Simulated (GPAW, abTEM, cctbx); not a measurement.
# Sb2RuAu: the scripts behind a bonding study

Short scripts, each with its output. The cell comes from substitution in a known structure type and wasn't matched to any measured phase.

## Step 1: Build the all-electron density and subtract free atoms

```text
cell
1.0
     4.409062510    0.000000000    0.000000000
     0.000000000    4.409062510    0.000000000
     0.000000000    0.000000000    8.377370780
Au Sb Ru
2 4 2
Direct
0.000000000 0.000000000 0.500000000
0.500000000 0.500000000 0.500000000
0.500000000 0.000000000 0.710852400
0.000000000 0.500000000 0.289147600
0.000000000 0.000000000 0.000000000
0.500000000 0.500000000 0.000000000
0.500000000 0.000000000 0.203347940
0.000000000 0.500000000 0.796652060
```

```python
import numpy as np
from ase.io import read
from ase.units import Bohr
from gpaw import GPAW, PW, FermiDirac
from gpaw.calculator import GPAW as OldGPAW
from gpaw.mpi import serial_comm, world
from scipy.special import erfc
from scipy.spatial import cKDTree

atoms = read("cell.vasp")
atoms.calc = GPAW(mode=PW(450), xc="PBE", kpts={"size": (5, 5, 3), "gamma": True},
                 occupations=FermiDirac(0.1), maxiter=120, symmetry={"tolerance": 1e-5}, txt="scf.txt")
atoms.get_potential_energy()
rho = atoms.calc.get_all_electron_density(gridrefinement=2)
moments = atoms.get_magnetic_moments() if atoms.calc.get_number_of_spins() == 2 else np.zeros(len(atoms))
total = atoms.get_magnetic_moment() if moments.any() else 0.0
if world.rank == 0:
    free = OldGPAW(mode=PW(450), xc="PBE", txt=None, communicator=serial_comm)
    neutral = atoms.copy()
    neutral.set_initial_magnetic_moments(None)
    free.initialize(neutral)
    free.set_positions(neutral)
    drho = rho - free.get_all_electron_density(gridrefinement=2)
    # GPAW starts from confined atoms: exchange their smooth part for that of the datasets' free atoms
    h = np.stack(np.meshgrid(*[np.fft.fftfreq(n, 1 / n) for n in drho.shape], indexing="ij"), -1)
    gabs = np.linalg.norm(h @ atoms.cell.reciprocal(), axis=-1)
    tails = np.fft.fftn(free.get_pseudo_density(gridrefinement=2))
    g, form, v0 = np.linspace(0, gabs.max(), 1500), {}, 0
    for e in set(atoms.symbols):
        idx = atoms.symbols.search(e)
        d = free.setups[idx[0]].data
        r, w = d.rgd.r_g * Bohr, d.rgd.r_g**2 * d.rgd.dr_g
        j0 = np.sinc(2 * g[:, None] * r)
        smooth = sum(f * p**2 for f, p in zip(d.f_j, d.phit_jg)) + np.sqrt(4 * np.pi) * d.nct_g
        full = sum(f * p**2 for f, p in zip(d.f_j, d.phi_jg)) + np.sqrt(4 * np.pi) * d.nc_g
        phase = sum(np.exp(-2j * np.pi * h @ s) for s in atoms.get_scaled_positions()[idx])
        tails -= np.interp(gabs, g, j0 @ (smooth * w)) * phase * drho.size / atoms.get_volume()
        form[e] = j0 @ (full * w)
        v0 += 2 * np.pi / 3 * 14.3996 * (full * w * r**2).sum() * len(idx)  # V A^3
    tails *= 0.5 * erfc((gabs - 1.8) / 0.25)  # the tails differ at long wavelengths alone
    drho += np.fft.ifftn(tails).real  # crystal minus superposed spherical free atoms
    np.save("drho.npy", drho)
    dv = atoms.get_volume() / drho.size
    print("grid", drho.shape, " electrons %.3f" % (rho.sum() * dv), " moved by bonding %.3f e" % (abs(drho).sum() * dv / 2))
    pts = np.indices(drho.shape).reshape(3, -1).T / drho.shape @ atoms.cell
    shifts = (np.indices((3, 3, 3)).reshape(3, -1).T - 1) @ atoms.cell
    images = (atoms.positions[None] + shifts[:, None]).reshape(-1, 3)
    dist, idx = cKDTree(images).query(pts, k=4)
    out = drho.ravel()[dist[:, 0] > 0.5]
    print("deformation density beyond 0.5 A of the nuclei: max %.3f, min %.3f e/A^3" % (out.max(), out.min()))
    tie = dist < dist[:, :1] + 1e-4
    q = -np.bincount((idx % len(atoms))[tie], (drho.ravel()[:, None] / tie.sum(1, keepdims=True) * tie)[tie], len(atoms)) * dv
    print("atom        x       y       z   Voronoi charge  moment")
    for a, s, c, m in zip(atoms, atoms.get_scaled_positions(), q, moments):
        print("%-2s%-3d %7.4f %7.4f %7.4f %10.3f %10.2f" % (a.symbol, a.index + 1, *s, c, m))
    np.savez("free.npz", g=g, **form)
    print("mean inner potential of superposed free atoms %.3f V" % (v0 / atoms.get_volume()))
    print("total magnetic moment %.3f muB" % total)
```

```console
$ OMP_NUM_THREADS=1 mpirun -n 4 gpaw python run.py > gpaw.log
```

```text
grid (48, 48, 84)  electrons 450.000  moved by bonding 1.808 e
deformation density beyond 0.5 A of the nuclei: max 0.284, min -0.308 e/A^3
atom        x       y       z   Voronoi charge  moment
Au1    0.0000  0.0000  0.5000      0.023       0.00
Au2    0.5000  0.5000  0.5000      0.023       0.00
Sb3    0.5000  0.0000  0.7109      0.045       0.00
Sb4    0.0000  0.5000  0.2891      0.045       0.00
Sb5    0.0000  0.0000  0.0000      0.100       0.00
Sb6    0.5000  0.5000  0.0000      0.100       0.00
Ru7    0.5000  0.0000  0.2033     -0.168       0.00
Ru8    0.0000  0.5000  0.7967     -0.168       0.00
mean inner potential of superposed free atoms 24.694 V
total magnetic moment 0.000 muB
```

Time: 23 s on 4 cores of Arm Neoverse V2 (shared host), peak memory 0.95 GiB.

## Step 2: Fourier-transform the difference

```python
from cctbx import adptbx, crystal, miller, xray
from cctbx.eltbx import tiny_pse
import numpy as np

cs = crystal.symmetry(unit_cell=(4.4091, 4.4091, 8.3774, 90, 90, 90), space_group_symbol='Hall: P 4ab 2ab -1ab')  # P4/nmm
atoms = [  # label, site, U (iso, or U11 U22 U33 U12 U13 U23 in A^2), occupancy
    ("Au1", (0, 0, 0.5), 0.0000, 1),
    ("Sb1", (0.5, 0, 0.71085), 0.0000, 1),
    ("Sb2", (0, 0, 0), 0.0000, 1),
    ("Ru1", (0.5, 0, 0.20335), 0.0000, 1),
]
xs = xray.structure(crystal_symmetry=cs)
for label, site, u, occ in atoms:
    u = adptbx.u_cif_as_u_star(cs.unit_cell(), u) if isinstance(u, tuple) else u
    xs.add_scatterer(xray.scatterer(label, site=site, u=u, occupancy=occ))
xs.scattering_type_registry(table="wk1995")
drho = np.load("drho.npy")
T = np.array([[1, 0, 0], [0, 1, 0], [0, 0, 1]])  # conventional axes in terms of the primitive ones
dF = np.fft.ifftn(drho) * 162.85468  # electrons a conventional cell, indexed by primitive hkl
ms = miller.build_set(cs, anomalous_flag=False, d_min=0.9).sort("resolution")
iam = ms.structure_factors_from_scatterers(xs, algorithm="direct").f_calc()
p1 = xs.expand_to_p1()
z = np.array([tiny_pse.table(sc.scattering_type).atomic_number() for sc in p1.scatterers()])
x = np.array(p1.sites_frac())
free = np.load("free.npz")
print("static structure factors of the conventional cell: F in electrons, V (Mott-Bethe) in volts")
print("   h  k  l      d  |F| table  |F| free   |F| DFT   change   |V| free  |V| DFT  change %")
for h, d, table in list(zip(ms.indices(), ms.d_spacings().data(), iam.data()))[:16]:
    df = dF[tuple(np.rint(np.linalg.solve(T, h)).astype(int))]
    phase = np.exp(2j * np.pi * x @ h)
    f = sum(np.interp(1 / d, free["g"], free[sc.scattering_type]) * p for sc, p in zip(p1.scatterers(), phase))
    fz = (z * phase).sum()
    c = 14.3996 * d * d / (np.pi * cs.unit_cell().volume())
    v0, v1 = abs(fz - f) * c, abs(fz - f - df) * c
    print("%4d%3d%3d %7.4f %9.3f %9.3f %9.3f %8.3f %9.3f %8.3f %8s" % (h + (d, abs(table), abs(f), abs(f + df), abs(f + df) - abs(f), v0, v1, "%.1f" % (100 * (v1 / v0 - 1)) if v0 > 0.02 else "-")))
```

```console
$ python run.py
```

```text
static structure factors of the conventional cell: F in electrons, V (Mott-Bethe) in volts
   h  k  l      d  |F| table  |F| free   |F| DFT   change   |V| free  |V| DFT  change %
   0  0  1  8.3774    55.493    55.442    55.273   -0.169     0.059    0.275    364.3
   0  0  2  4.1887    92.318    92.228    91.980   -0.248     2.252    2.375      5.4
   1  0  1  3.9017    13.106    13.195    13.040   -0.156     0.637    0.704     10.5
   1  1  0  3.1177    66.345    66.342    66.137   -0.205     1.001    1.057      5.6
   1  0  2  3.0368    81.807    81.766    81.915    0.149     3.919    3.880     -1.0
   1  1  1  2.9219    54.281    54.116    53.971   -0.145     0.594    0.629      5.9
   0  0  3  2.7925    52.607    52.385    52.484    0.099     0.610    0.588     -3.6
   1  1  2  2.5010   347.126   347.005   346.305   -0.700    13.415   13.538      0.9
   1  0  3  2.3591    15.667    15.740    16.087    0.347     0.565    0.511     -9.6
   2  0  0  2.2045   354.908   354.765   353.972   -0.793    13.027   13.135      0.8
   2  0  1  2.1320    50.796    50.724    50.511   -0.213     0.600    0.627      4.5
   0  0  4  2.0943   274.116   274.006   273.340   -0.666     9.458    9.540      0.9
   1  1  3  2.0801    52.063    52.020    51.857   -0.163     0.586    0.606      3.4
   2  0  2  1.9509    81.059    80.992    80.936   -0.057     1.692    1.698      0.4
   2  1  1  1.9194    11.887    11.921    12.163    0.243     0.286    0.261     -8.8
   1  0  4  1.8918   120.436   120.394   120.093   -0.301     4.598    4.628      0.7
```

Time: 0.25 s on 1 core of Arm Neoverse V2 (shared host), peak memory 0.08 GiB.

## Step 3: Propagate a plane wave with and without the bonding term

```python
import abtem
import numpy as np
from ase.build import make_supercell
from ase.io import read

abtem.config.set({"dask.lazy": False, "fft": "fftw", "diagnostics.progress_bar": False})
M = [[0, 1, 0], [0, 0, 1], [1, 0, 0]]  # rows: x, y and beam direction in the primitive cell's axes
unit = make_supercell(read("cell.vasp"), M)
unit.set_cell(list(unit.cell.lengths()) + [90, 90, 90], scale_atoms=True)
unit.positions[:, 2] += 0.5511  # keeps atomic planes off the slice boundaries
unit.wrap()
slab = unit * (1, 1, 132)
print(slab.get_chemical_formula(), "| box %.2f x %.2f x %.2f A" % tuple(slab.cell.lengths()))

# change of the potential by bonding, from the DFT deformation density (Poisson's equation term by term)
drho = np.load("drho.npy")
prim = read("cell.vasp")
h = np.stack(np.meshgrid(*[np.fft.fftfreq(n, 1 / n) for n in drho.shape], indexing="ij"), -1).reshape(-1, 3).astype(int)
g2 = ((h @ prim.cell.reciprocal()) ** 2).sum(1)
keep = (g2 > 0) & (g2 < 2.5**2)
shape = (126, 240, 28)
vg = np.zeros(shape, complex)
hm = h[keep] @ np.array(M).T
move = np.exp(-2j * np.pi * hm[:, 2] * (0.5511 / unit.cell[2, 2] - 0.5 / shape[2]))  # the same shift, sampled at mid-points
vg[tuple(hm.T % np.array(shape)[:, None])] = -14.3996 / np.pi * (np.fft.fftn(drho).ravel() / drho.size)[keep] / g2[keep] * move
dV = np.fft.ifftn(vg).real * vg.size
dV = dV.reshape(126, 240, 4, 7).mean(3) * unit.cell[2, 2] / 4  # V A, projected in each slice
dV = np.tile(dV.transpose(2, 0, 1), (132, 1, 1))


def build(atoms):
    p = abtem.Potential(atoms, gpts=(126, 240), slice_thickness=[slab.cell[2, 2] / 528] * 528,
                        parametrization="lobato", projection="infinite", exit_planes=44).build()
    p.array[:] += BONDING * dV
    return p


def potentials():
    yield build(slab)  # atoms at rest


for label, BONDING in (("IAM", 0.0), ("DFT", 1.0)):
    print("=====", label)
    potential = build(slab)
    print("grid", potential.gpts, "slices", potential.num_slices)
    thickness = potential.exit_thicknesses
    wave = abtem.PlaneWave(energy=200000)
    dp = np.mean([wave.multislice(p).diffraction_patterns(max_angle="valid").array for p in potentials()], axis=0)
    hkl = [(0, 0, 0), (0, 0, 1), (0, 1, 0), (0, 0, 2), (0, 1, 1), (0, 1, 2), (0, 0, 3)]
    nx, ny = dp.shape[-2:]
    print("intensity of each beam, fraction of the incident wave")
    print("  t (A)" + "".join("%9s" % " ".join(map(str, h)) for h in hkl) + "  diffuse    total")
    grid = np.zeros((nx, ny), bool)
    grid[nx // 2 % 1::1, ny // 2 % 1::1] = True
    for t, a in list(zip(thickness, dp))[1:]:
        idx = [np.rint(np.array(M) @ np.linalg.solve([[1, 0, 0], [0, 1, 0], [0, 0, 1]], h)).astype(int) for h in hkl]
        print("%7.1f" % t + "".join("%9.5f" % a[nx // 2 + i[0] * 1, ny // 2 + i[1] * 1] for i in idx) + "%9.4f%9.4f" % (a[~grid].sum(), a.sum()))
```

```console
$ python run.py
```

```text
Au264Ru264Sb528 | box 4.41 x 8.38 x 582.00 A
===== IAM
grid (126, 240) slices 528
intensity of each beam, fraction of the incident wave
  t (A)    0 0 0    0 0 1    0 1 0    0 0 2    0 1 1    0 1 2    0 0 3  diffuse    total
   48.5  0.64319  0.00152  0.00000  0.00175  0.00040  0.00301  0.00086   0.0000   0.9796
   97.0  0.70863  0.00197  0.00000  0.00235  0.00153  0.00253  0.00165   0.0000   0.9673
  145.5  0.64209  0.00053  0.00000  0.00647  0.00392  0.00151  0.00210   0.0000   0.9536
  194.0  0.54448  0.00098  0.00000  0.00571  0.00007  0.00209  0.00194   0.0000   0.9390
  242.5  0.47086  0.00156  0.00001  0.01361  0.00411  0.00371  0.00038   0.0000   0.9204
  291.0  0.46701  0.00246  0.00000  0.01162  0.00159  0.00432  0.00208   0.0000   0.8982
  339.5  0.33633  0.00283  0.00001  0.01983  0.00142  0.00651  0.00212   0.0000   0.8740
  388.0  0.28929  0.00383  0.00001  0.01789  0.00027  0.00792  0.00219   0.0000   0.8512
  436.5  0.23964  0.00427  0.00000  0.02098  0.00118  0.00562  0.00612   0.0000   0.8251
  485.0  0.18388  0.00469  0.00001  0.02207  0.00008  0.00499  0.00805   0.0000   0.8011
  533.5  0.13592  0.00563  0.00000  0.02464  0.00031  0.00726  0.00655   0.0000   0.7693
  582.0  0.12426  0.00515  0.00000  0.02395  0.00051  0.00574  0.00950   0.0000   0.7339
===== DFT
grid (126, 240) slices 528
intensity of each beam, fraction of the incident wave
  t (A)    0 0 0    0 0 1    0 1 0    0 0 2    0 1 1    0 1 2    0 0 3  diffuse    total
   48.5  0.64259  0.00167  0.00000  0.00194  0.00041  0.00298  0.00083   0.0000   0.9796
   97.0  0.70637  0.00062  0.00000  0.00300  0.00180  0.00231  0.00167   0.0000   0.9670
  145.5  0.63689  0.00012  0.00000  0.00784  0.00419  0.00142  0.00222   0.0000   0.9530
  194.0  0.54006  0.00011  0.00000  0.00737  0.00015  0.00173  0.00199   0.0000   0.9378
  242.5  0.46214  0.00023  0.00001  0.01589  0.00437  0.00343  0.00030   0.0000   0.9182
  291.0  0.46057  0.00084  0.00000  0.01333  0.00159  0.00363  0.00205   0.0000   0.8946
  339.5  0.32759  0.00060  0.00001  0.02184  0.00144  0.00580  0.00226   0.0000   0.8684
  388.0  0.28208  0.00143  0.00001  0.01949  0.00015  0.00638  0.00227   0.0000   0.8435
  436.5  0.23160  0.00173  0.00000  0.02183  0.00103  0.00414  0.00522   0.0000   0.8154
  485.0  0.17878  0.00192  0.00001  0.02287  0.00027  0.00323  0.00819   0.0000   0.7900
  533.5  0.12975  0.00250  0.00000  0.02547  0.00008  0.00499  0.00590   0.0000   0.7568
  582.0  0.11992  0.00249  0.00000  0.02446  0.00028  0.00360  0.00900   0.0000   0.7201
```

Time: 8.5 s.

## Step 4: Scan a probe

```python
import abtem
import numpy as np
from ase.build import make_supercell
from ase.io import read

abtem.config.set({"dask.lazy": False, "fft": "fftw", "diagnostics.progress_bar": False})
M = [[0, 1, 0], [0, 0, 1], [1, 0, 0]]  # rows: x, y and beam direction in the primitive cell's axes
unit = make_supercell(read("cell.vasp"), M)
unit.set_cell(list(unit.cell.lengths()) + [90, 90, 90], scale_atoms=True)
unit.positions[:, 2] += 0.5511  # keeps atomic planes off the slice boundaries
unit.wrap()
slab = unit * (3, 2, 8)
print(slab.get_chemical_formula(), "| box %.2f x %.2f x %.2f A" % tuple(slab.cell.lengths()))

# change of the potential by bonding, from the DFT deformation density (Poisson's equation term by term)
drho = np.load("drho.npy")
prim = read("cell.vasp")
h = np.stack(np.meshgrid(*[np.fft.fftfreq(n, 1 / n) for n in drho.shape], indexing="ij"), -1).reshape(-1, 3).astype(int)
g2 = ((h @ prim.cell.reciprocal()) ** 2).sum(1)
keep = (g2 > 0) & (g2 < 2.5**2)
shape = (32, 61, 28)
vg = np.zeros(shape, complex)
hm = h[keep] @ np.array(M).T
move = np.exp(-2j * np.pi * hm[:, 2] * (0.5511 / unit.cell[2, 2] - 0.5 / shape[2]))  # the same shift, sampled at mid-points
vg[tuple(hm.T % np.array(shape)[:, None])] = -14.3996 / np.pi * (np.fft.fftn(drho).ravel() / drho.size)[keep] / g2[keep] * move
dV = np.fft.ifftn(vg).real * vg.size
dV = dV.reshape(32, 61, 4, 7).mean(3) * unit.cell[2, 2] / 4  # V A, projected in each slice
dV = np.tile(dV.transpose(2, 0, 1), (8, 3, 2))


def build(atoms):
    p = abtem.Potential(atoms, gpts=(96, 122), slice_thickness=[slab.cell[2, 2] / 32] * 32,
                        parametrization="lobato", projection="infinite", exit_planes=16).build()
    p.array[:] += BONDING * dV
    return p


def potentials():
    yield build(slab)  # atoms at rest


for label, BONDING in (("IAM", 0.0), ("DFT", 1.0)):
    print("=====", label)
    potential = build(slab)
    print("grid", potential.gpts, "slices", potential.num_slices)
    thickness = potential.exit_thicknesses
    probe = abtem.Probe(energy=200000, semiangle_cutoff=18)
    probe.grid.match(potential)
    print("wavelength %.5f A, largest angle on the grid %.0f mrad" % (probe.wavelength, min(probe.cutoff_angles)))
    detectors = {"ABF": (9, 18), "BF": (0, 9), "LAADF": (22, 58)}  # mrad
    columns = [  # name, x, y (A)
        ("Au", 0.000, 4.189),
        ("Sb", 0.000, 5.955),
        ("Sb_b", 0.000, 0.000),
        ("Ru", 0.000, 1.704),
        ("void", 0.919, 3.142),
    ]
    scan = abtem.GridScan(start=(0.0000, 0.0000), end=(4.4091, 8.3774), gpts=(14, 25), endpoint=False)
    dets = [abtem.AnnularDetector(*v) for v in detectors.values()] + [abtem.PixelatedDetector(max_angle=27)]
    runs = [probe.scan(p, scan=scan, detectors=dets, max_batch=32) for p in potentials()]
    out = [sum(x[1:], x[0]) / len(x) for x in zip(*runs)]
    images = dict(zip(detectors, out))
    images["iCOM"] = out[-1].center_of_mass().integrate_gradient()
    np.save(label + "_pacbed.npy", out[-1].array.mean(axis=(1, 2)))
    print("PACBED pixel %.3f x %.3f mrad" % out[-1].angular_sampling)
    for name, im in images.items():
        im = im.interpolate(sampling=0.1, boundary="periodic").gaussian_filter(0.35)
        np.save(label + "_" + name + ".npy", im.array)
        print(name, "signal at the columns" + (", fraction of the beam" if name in detectors else ""))
        print("  t (A)     mean" + "".join("%10s" % c[0][:9] for c in columns))
        for t, a in list(zip(thickness, im.array))[1:]:
            at = [a[round((x - 0.0000) / im.sampling[0]) % a.shape[0], round((y - 0.0000) / im.sampling[1]) % a.shape[1]] for _, x, y in columns]
            print("%7.1f %8.5f" % (t, a.mean()) + "".join("%10.5f" % v for v in at))
```

```console
$ python run.py
```

```text
Au96Ru96Sb192 | box 13.23 x 16.75 x 35.27 A
===== IAM
grid (96, 122) slices 32
wavelength 0.02508 A, largest angle on the grid 61 mrad
PACBED pixel 1.896 x 1.497 mrad
ABF signal at the columns, fraction of the beam
  t (A)     mean        Au        Sb      Sb_b        Ru      void
   17.6  0.64559   0.44325   0.50777   0.50112   0.54323   0.68898
   35.3  0.58135   0.43756   0.41519   0.40401   0.41611   0.64812
BF signal at the columns, fraction of the beam
  t (A)     mean        Au        Sb      Sb_b        Ru      void
   17.6  0.22752   0.12520   0.17635   0.16188   0.19496   0.26392
   35.3  0.20069   0.09872   0.09449   0.08560   0.11822   0.26057
LAADF signal at the columns, fraction of the beam
  t (A)     mean        Au        Sb      Sb_b        Ru      void
   17.6  0.07507   0.25916   0.19936   0.19783   0.16746   0.02417
   35.3  0.10511   0.16928   0.22550   0.20227   0.22640   0.04672
iCOM signal at the columns
  t (A)     mean        Au        Sb      Sb_b        Ru      void
   17.6  0.04352   0.08747   0.08974   0.09034   0.08499   0.01953
   35.3  0.04352   0.06609   0.09888   0.09605   0.10432   0.01074
===== DFT
grid (96, 122) slices 32
wavelength 0.02508 A, largest angle on the grid 61 mrad
PACBED pixel 1.896 x 1.497 mrad
ABF signal at the columns, fraction of the beam
  t (A)     mean        Au        Sb      Sb_b        Ru      void
   17.6  0.64532   0.44228   0.50731   0.50079   0.54316   0.68878
   35.3  0.58076   0.43683   0.41483   0.40360   0.41595   0.64770
BF signal at the columns, fraction of the beam
  t (A)     mean        Au        Sb      Sb_b        Ru      void
   17.6  0.22748   0.12518   0.17636   0.16193   0.19492   0.26384
   35.3  0.20053   0.09915   0.09449   0.08571   0.11797   0.26002
LAADF signal at the columns, fraction of the beam
  t (A)     mean        Au        Sb      Sb_b        Ru      void
   17.6  0.07527   0.25965   0.19959   0.19804   0.16766   0.02436
   35.3  0.10566   0.16978   0.22581   0.20254   0.22679   0.04738
iCOM signal at the columns
  t (A)     mean        Au        Sb      Sb_b        Ru      void
   17.6  0.04313   0.08892   0.08970   0.08935   0.08388   0.01964
   35.3  0.04313   0.06889   0.09911   0.09464   0.10257   0.01123
```

Time: 15 s.

[Outputs are excerpts: Python notices, other lines and further rows are left out; steps that failed or that the build refused (PBEsol, TPSS) are not shown.]

[Logs are printed without paths, hosts, clocks, repeated set-up lines and the standing remarks that a program may print on its own settings, such as how far it seeks lower states.]
